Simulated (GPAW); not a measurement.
**Diamond (Fd-3m, 2 atoms a cell): G0W0 on several meshes in GPAW**

Wanted: mesh dependence and cost of G0W0 for Diamond (Fd-3m, 2 atoms a cell).

Program: GPAW 26.7.0. Level of theory: LDA and many-body steps on it, plane waves. Results are calculated unless marked as measured.

## Step 1: The structure

Symmetry: Fd-3m, No. 227, cubic system. The conventional cell has a = 3.567 Å, b = 3.567 Å, c = 3.567 Å, α = 90.00°, β = 90.00°, γ = 90.00°. Nearest to C lie 4 C at 1.54 Å.

As a file:

```xyz
2
Lattice="0.0000 1.7834 1.7834 1.7834 0.0000 1.7834 1.7834 1.7834 0.0000" Properties=species:S:1:pos:R:3 pbc="T T T"
C     0.0000    0.0000    0.0000
C     0.8917    0.8917    0.8917
```

The cell and positions come from the Crystallography Open Database and are kept as given unless a step says otherwise.

## Step 2: Empty states on the mesh, 8×8×8 mesh, 178 bands

This step: GPAW 26.7.0; DFT, LDA, plane waves, PAW.

The sums over transitions need many empty states on a uniform mesh; this step solves for them.

Contents of run.py:

```python
import json
import numpy as np
from gpaw.mpi import world
from gpaw import GPAW

calc = GPAW('gs.gpw').fixed_density(kpts={'size': (8, 8, 8), 'gamma': True},
    parallel={'domain': 1, 'band': 1},
    txt='nscf.txt')
calc.diagonalize_full_hamiltonian(nbands=178)
calc.write('full.gpw', mode='all')
res = {}
kpts = calc.get_ibz_k_points()
res['kpts'] = kpts
res['eigenvalues'] = [calc.get_eigenvalues(kpt=k) for k in range(len(kpts))]
res['n_electrons'] = calc.get_number_of_electrons()

if world.rank == 0:
    with open('result.json', 'w') as f:
        json.dump(res, f, default=lambda x: x.tolist())
```

Command:

```sh
mpirun -n 8 gpaw python run.py
```

Numbers of over 12 decimals in the logs are rounded to 6 here.

The program printed:

```text
Diagonalizing LCAO Hamiltonian
Converting LCAO to pw mode
convergence criteria:
- Maximum integral of absolute [eigenst]ate change: 4e-08 eV^2 / valence electron
maximum number of iterations: 100

SCF iterations
|iter     |     time |      energy | eigst |  dens |
|iter:   1|  |             | +1.50 |       |
|iter:   2|  |             | -0.33 |       |
|iter:   3|  |             | -2.55 |       |
|iter:   4|  |             | -4.24 |       |
|iter:   5|  |             | -5.95 |       |
|iter:   6|  |             | -7.55c|       |
SCF steps: 6
  __  _  _
 | _ |_)|_||  |
 |__||  | ||/\| - 26.7.0

Input parameters:
  mode=PW(ecut=600.0),
  convergence={'density': 1e-06, 'bands': -3},
  gpts=array([15, 15, 15]),
  kpts=MonkhorstPack(size=(8, 8, 8), gamma=True),
  maxiter=100,
  nbands=11,
  occupations=Occupations(name='fermi-dirac', width=0.001, fixmagmom=False),
  parallel={'domain': 1, 'band': 1},
  xc=XC(name='LDA')
Matrix size: 371x371
# Writing to full.gpw (mode='all')
  [... matrices ...]

timing:  # [seconds]
  Total: 0.335  # ━━━━━━━━━━━━━━━━━━━━━━━━━━━━━━━━━━━━━━━━━━━━━━━━━━━━━━━━━━━
```

The job ended after 2.8 s (8 MPI ranks of Intel Xeon 6975P-C (Granite Rapids), shared host; peak memory 1.1 GiB).

This step gave:

| Quantity | Value |
| --- | --- |
| gap | 4.102 eV |
| k of the valence top | 0, 0, 0 |
| k of the conduction bottom | 0.375, 0.375, 0 |
| least direct gap | 5.548 eV |
| k points computed | 29 |
| lowest point of the top converged band, above the valence top | 331.5110 eV |

On this mesh the gap is 4.102 eV.

## Step 3: 8×8×8

G0W0 replaces the xc potential by the self-energy, built once from these orbitals. Only a window of levels is corrected, while the sums run over the empty bands that the input names.

This step: G0W0 on LDA, plane waves, PAW.

Contents of run.py:

```python
import json
import numpy as np
from gpaw.mpi import world
from gpaw.response.g0w0 import G0W0

gw = G0W0('full.gpw',
    filename='gw',
    kpts=[0, 12],
    bands=(2, 6),
    ecut=210,
    nbands=78,
    integrate_gamma='WS',
    ppa=True)
gw.calculate()
res = {mode: {k: v for k, v in r.items() if k != 'sigma_eskwn'}
       for mode, r in gw.all_results.items()}

if world.rank == 0:
    with open('result.json', 'w') as f:
        json.dump(res, f, default=lambda x: x.tolist())
```

Command:

```sh
mpirun -n 8 gpaw python run.py
```

The program printed:

```text
Using integrator: PointIntegrator
FrequencyGridDescriptor(from 0.000+0.000j to 0.000+27.211j eV, 2 points)
Nonperiodic BCs:  [False False False]
Using integrator: PointIntegrator
FrequencyGridDescriptor(from 0.000+0.000j to 0.000+27.211j eV, 2 points)
Nonperiodic BCs:  [False False False]
  ___  _ _ _
 |   || | | |
 | | || | | |
 |__ ||_____|
 |___|

BZ k-points: Symmetries present (total): 24

  [... matrices ...]
512 k-points: 8 x 8 x 8 Monkhorst-Pack grid + [1/16,1/16,1/16]
29 k-points in the irreducible part of the Brillouin zone
       k-points in crystal coordinates                weights
   0:     0.00000000    0.00000000    0.00000000          1/512
   1:     0.12500000    0.12500000    0.00000000          6/512
   2:     0.12500000    0.12500000    0.12500000          8/512
   3:     0.25000000    0.12500000    0.12500000         12/512
   4:     0.25000000    0.25000000    0.00000000          6/512
   5:     0.25000000    0.25000000    0.12500000         24/512
   6:     0.25000000    0.25000000    0.25000000          8/512
   7:     0.37500000    0.25000000   -0.37500000         24/512
   8:     0.37500000    0.25000000    0.12500000         24/512
   9:     0.37500000    0.25000000    0.25000000         24/512
          ...
  28:     0.50000000    0.50000000    0.50000000          4/512

Distributing spins, k-points and bands (1 x 2 x 4) over 8 processes
Number of blocks: 1

Quasi particle states:
k-points (IBZ indices): [0, 12]
Band range: (2, 6)
  [... matrices ...]
Computational parameters:
Plane wave cut-off: 210 eV
Number of bands: 78
Coulomb cutoff: None
Broadening: 0.1 eV

fxc modes: GW
Kernel: RPA
Using Godby-Needs plasmon-pole approximation:
  Fitting energy: i*E0, E0 = 1.000 Hartree
Summing all q:

Calculating screened Coulomb potential
No Coulomb truncation
FrequencyGridDescriptor(from 0.000+0.000j to 0.000+27.211j eV, 2 points)
Removing empty qpoint cache files...

Calculating chi0 body with:
    Ground state adapter containing:
    Number of spins: 1
    Number of kpoints: 512
    Number of irreducible kpoints: 29
    Number of completely occupied states: 4
    Number of partially occupied states: 4
    Occupied states memory: 0.205994 M / cpu

    Linear response parametrization:
    q_c: [0.0, 0.0, 0.0]
    Number of frequency points: 2
    Planewave cutoff: 210.0
    Number of bands: 78
    Number of planewaves: 65
    Broadening (eta): 1e-06
    comm.size: 8
    kncomm.size: 8
    blockcomm.size: 1

    Memory estimate of potentially large arrays:
        chi0_wGG: 0.128937 M / cpu
Integrating chi0 body.

Symmetries of q_c:
    Direct symmetries (Uq -> q): 24
    Indirect symmetries (TUq -> q): 24
In total 48 allowed symmetries.

  [... matrices ...]
29 groups of equivalent kpoints. 94.3359375% reduction.

Integral kind: response function
Integrating chi0 head and wings.

Symmetries of q_c:
    Direct symmetries (Uq -> q): 24
    Indirect symmetries (TUq -> q): 24
In total 48 allowed symmetries.

  [... matrices ...]
29 groups of equivalent kpoints. 94.3359375% reduction.

Integral kind: response function wings

Calculating chi0 body with:
    Ground state adapter containing:
    Number of spins: 1
    Number of kpoints: 512
    Number of irreducible kpoints: 29
    Number of completely occupied states: 4
    Number of partially occupied states: 4
    Occupied states memory: 0.205994 M / cpu

[... the further q-points ...]

Results:
f:      Occupation numbers
eps:     KS-eigenvalues [eV]
vxc:     KS vxc [eV]
exx:     Exact exchange [eV]
sigma:   Self-energies [eV]
dsigma:  Self-energy derivatives
Z:       Renormalization factors
qp:      QP-energies [eV]

k-point 0 (0): (0.000, 0.000, 0.000)                GW
band       f     eps     vxc     exx   sigma  dsigma       Z      qp
                                                                   GW
   2   1.000  11.806 -18.019 -20.027   1.439  -0.206   0.829  11.334
   3   1.000  11.806 -18.019 -20.027   1.439  -0.206   0.829  11.334
   4   0.000  17.354 -16.713 -10.346  -4.814  -0.205   0.830  18.642
   5   0.000  17.354 -16.713 -10.346  -4.814  -0.205   0.830  18.642

k-point 1 (12): (0.375, 0.375, 0.000)                GW
band       f     eps     vxc     exx   sigma  dsigma       Z      qp
                                                                   GW
   2   1.000   6.070 -16.798 -21.028   3.172  -0.233   0.811   5.212
   3   1.000   6.070 -16.798 -21.028   3.172  -0.233   0.811   5.212
   4   0.000  15.908 -15.366  -9.666  -4.704  -0.189   0.841  16.746
   5   0.000  18.459 -14.392  -8.153  -5.224  -0.187   0.842  19.314
```

The job ended after 24 s (8 MPI ranks; peak memory 1.7 GiB; 3.2 min of CPU time).

Numbers from this step:

| Quantity | Value |
| --- | --- |
| G0W0 gap on the points computed | 5.411 eV |
| least direct G0W0 gap on the computed points | 7.308 eV |
| Z at the valence top | 0.8292 |
| Z at the conduction bottom | 0.8407 |
| starting gap on the mesh | 4.102 eV |
| k of the valence top | 0, 0, 0 |
| k of the conduction bottom | 0.375, 0.375, 0 |

The gap on the mesh goes from 4.10 eV to 5.41 eV, a correction of +1.31 eV.

## Step 4: Empty states on the mesh, 6×6×6 mesh, 88 bands

This step: DFT, LDA, plane waves, PAW.

Contents of run.py:

```python
import json
import numpy as np
from gpaw.mpi import world
from gpaw import GPAW

calc = GPAW('gs.gpw').fixed_density(kpts={'size': (6, 6, 6), 'gamma': True},
    parallel={'domain': 1, 'band': 1},
    txt='nscf.txt')
calc.diagonalize_full_hamiltonian(nbands=88)
calc.write('full.gpw', mode='all')
res = {}
kpts = calc.get_ibz_k_points()
res['kpts'] = kpts
res['eigenvalues'] = [calc.get_eigenvalues(kpt=k) for k in range(len(kpts))]
res['n_electrons'] = calc.get_number_of_electrons()

if world.rank == 0:
    with open('result.json', 'w') as f:
        json.dump(res, f, default=lambda x: x.tolist())
```

Command:

```sh
mpirun -n 8 gpaw python run.py
```

The program printed:

```text
Diagonalizing LCAO Hamiltonian
Converting LCAO to pw mode
convergence criteria:
- Maximum integral of absolute [eigenst]ate change: 4e-08 eV^2 / valence electron
maximum number of iterations: 100

SCF iterations
|iter     |     time |      energy | eigst |  dens |
|iter:   1|  |             | +1.50 |       |
|iter:   2|  |             | -0.30 |       |
|iter:   3|  |             | -2.48 |       |
|iter:   4|  |             | -4.06 |       |
|iter:   5|  |             | -5.79 |       |
|iter:   6|  |             | -7.39 |       |
|iter:   7|  |             | -8.38c|       |
SCF steps: 7
  __  _  _
 | _ |_)|_||  |
 |__||  | ||/\| - 26.7.0

Input parameters:
  mode=PW(ecut=600.0),
  convergence={'density': 1e-06, 'bands': -3},
  gpts=array([15, 15, 15]),
  kpts=MonkhorstPack(size=(6, 6, 6), gamma=True),
  maxiter=100,
  nbands=11,
  occupations=Occupations(name='fermi-dirac', width=0.001, fixmagmom=False),
  parallel={'domain': 1, 'band': 1},
  xc=XC(name='LDA')
Matrix size: 367x367
# Writing to full.gpw (mode='all')
  [... matrices ...]

timing:  # [seconds]
  Total: 0.143  # ━━━━━━━━━━━━━━━━━━━━━━━━━━━━━━━━━━━━━━━━━━━━━━━━━━━━━━━━━━━
```

The job ended after 2.6 s (8 MPI ranks; peak memory 1.1 GiB).

This step gave:

* gap: 4.126 eV
* k of the valence top: 0, 0, 0
* k of the conduction bottom: 0.3333, 0.3333, 0
* least direct gap: 5.548 eV
* k points computed: 16
* lowest point of the top converged band, above the valence top: 193.0964 eV

On this mesh the gap is 4.126 eV.

## Step 5: 6×6×6

This step: G0W0 on LDA, plane waves, PAW.

Contents of run.py:

```python
import json
import numpy as np
from gpaw.mpi import world
from gpaw.response.g0w0 import G0W0

gw = G0W0('full.gpw',
    filename='gw',
    kpts=[0, 5],
    bands=(2, 6),
    ecut=210,
    nbands=78,
    integrate_gamma='WS',
    ppa=True)
gw.calculate()
res = {mode: {k: v for k, v in r.items() if k != 'sigma_eskwn'}
       for mode, r in gw.all_results.items()}

if world.rank == 0:
    with open('result.json', 'w') as f:
        json.dump(res, f, default=lambda x: x.tolist())
```

Command:

```sh
mpirun -n 8 gpaw python run.py
```

The program printed:

```text
Using integrator: PointIntegrator
FrequencyGridDescriptor(from 0.000+0.000j to 0.000+27.211j eV, 2 points)
Nonperiodic BCs:  [False False False]
Using integrator: PointIntegrator
FrequencyGridDescriptor(from 0.000+0.000j to 0.000+27.211j eV, 2 points)
Nonperiodic BCs:  [False False False]
  ___  _ _ _
 |   || | | |
 | | || | | |
 |__ ||_____|
 |___|

BZ k-points: Symmetries present (total): 24

  [... matrices ...]
216 k-points: 6 x 6 x 6 Monkhorst-Pack grid + [1/12,1/12,1/12]
16 k-points in the irreducible part of the Brillouin zone
       k-points in crystal coordinates                weights
   0:     0.00000000    0.00000000    0.00000000          1/216
   1:     0.16666667    0.16666667    0.00000000          6/216
   2:     0.16666667    0.16666667    0.16666667          8/216
[...]
9:     0.50000000    0.33333333   -0.16666667         12/216
          ...
  15:     0.50000000    0.50000000    0.50000000          4/216

Distributing spins, k-points and bands (1 x 2 x 4) over 8 processes
Number of blocks: 1

Quasi particle states:
k-points (IBZ indices): [0, 5]
Band range: (2, 6)
  [... matrices ...]
Computational parameters:
Plane wave cut-off: 210 eV
Number of bands: 78
Coulomb cutoff: None
Broadening: 0.1 eV

fxc modes: GW
Kernel: RPA
Using Godby-Needs plasmon-pole approximation:
  Fitting energy: i*E0, E0 = 1.000 Hartree
Summing all q:

Calculating screened Coulomb potential
No Coulomb truncation
FrequencyGridDescriptor(from 0.000+0.000j to 0.000+27.211j eV, 2 points)
Removing empty qpoint cache files...

Calculating chi0 body with:
    Ground state adapter containing:
    Number of spins: 1
    Number of kpoints: 216
    Number of irreducible kpoints: 16
    Number of completely occupied states: 4
[...]
Number of frequency points: 2
    Planewave cutoff: 210.0
    Number of bands: 78
    Number of planewaves: 65
    Broadening (eta): 1e-06
    comm.size: 8
    kncomm.size: 8
    blockcomm.size: 1

    Memory estimate of potentially large arrays:
        chi0_wGG: 0.128937 M / cpu
Integrating chi0 body.

Symmetries of q_c:
    Direct symmetries (Uq -> q): 24
    Indirect symmetries (TUq -> q): 24
In total 48 allowed symmetries.

  [... matrices ...]
16 groups of equivalent kpoints. 92.592593% reduction.

Integral kind: response function
Integrating chi0 head and wings.

Symmetries of q_c:
    Direct symmetries (Uq -> q): 24
    Indirect symmetries (TUq -> q): 24
In total 48 allowed symmetries.

  [... matrices ...]
16 groups of equivalent kpoints. 92.592593% reduction.

Integral kind: response function wings

Calculating chi0 body with:
    Ground state adapter containing:
    Number of spins: 1
    Number of kpoints: 216
    Number of irreducible kpoints: 16
    Number of completely occupied states: 4
    Number of partially occupied states: 4
[... the further q-points ...]

Results:
f:      Occupation numbers
eps:     KS-eigenvalues [eV]
vxc:     KS vxc [eV]
exx:     Exact exchange [eV]
sigma:   Self-energies [eV]
dsigma:  Self-energy derivatives
Z:       Renormalization factors
qp:      QP-energies [eV]

k-point 0 (0): (0.000, 0.000, 0.000)                GW
band       f     eps     vxc     exx   sigma  dsigma       Z      qp
                                                                   GW
   2   1.000  11.806 -18.019 -20.069   1.480  -0.206   0.829  11.333
   3   1.000  11.806 -18.019 -20.069   1.480  -0.206   0.829  11.333
   4   0.000  17.354 -16.713 -10.315  -4.846  -0.205   0.830  18.642
[...]
k-point 1 (5): (0.333, 0.333, 0.000)                GW
band       f     eps     vxc     exx   sigma  dsigma       Z      qp
                                                                   GW
[...]
4   0.000  15.932 -15.551  -9.802  -4.709  -0.191   0.839  16.804
   5   0.000  19.469 -14.377  -7.890  -5.427  -0.190   0.840  20.360
```

Wall time 9.2 s (8 MPI ranks); peak memory 1.5 GiB; 71 s of CPU time.

Numbers from this step:

| Property | Result |
| --- | --- |
| G0W0 gap on the points computed | 5.471 eV |
| least direct G0W0 gap on the computed points | 7.308 eV |
| Z at the valence top | 0.8289 |
| Z at the conduction bottom | 0.8394 |
| starting gap on the mesh | 4.126 eV |
| k of the valence top | 0, 0, 0 |
| k of the conduction bottom | 0.3333, 0.3333, 0 |

Against G0W0 in GPAW (8×8×8 mesh, 78 bands, screening to 210 eV, Godby-Needs plasmon pole), the gap moves by +0.060 eV.

## Step 6: Side by side

Times are wall times on 8 MPI ranks of Intel Xeon 6975P-C (Granite Rapids), shared host, good to a factor of about two.

```csv
run,mesh,bands,screening cutoff (eV),DFT gap (eV),gap on the mesh (eV),direct (eV),time
8×8×8,8×8×8,78,210,4.102,5.411,7.308,24 s
6×6×6,6×6×6,78,210,4.126,5.471,7.308,9.2 s
```

## Step 7: Summary of results

| Item | Value |
| --- | --- |
| 8×8×8 | 5.411 eV |
| 6×6×6 | 5.471 eV |
| known limits | not at the basis limit; coarse k mesh |

What this shows: 6×6×6: +0.060 eV against 8×8×8, +0.024 eV of it in the start. Bands and cutoff are finite, so the gap is not at the basis limit. The miss can reach some tenths of an eV and take either sign; the mesh is an error of its own. These stock PAW sets were not made for GW. In the G0W0 runs levels were corrected at 2 k points alone, so a gap called «on the mesh» is the least over those, and an edge elsewhere would be missed.

[Paths, hosts, dates, memory and timing lines, banners, echoed tables and standing remarks are left out of the program output.]

[Logs are printed without paths, hosts, clocks, repeated set-up lines and the standing remarks that a program may print on its own settings, such as how far it seeks lower states.]

[Runs of the session that timed out or met a known fault of the program may be left out.]

[Hosts, paths, dates, database ids (printed as entryN), source tags and the programs' standing remarks are cut or masked in the printed files.]
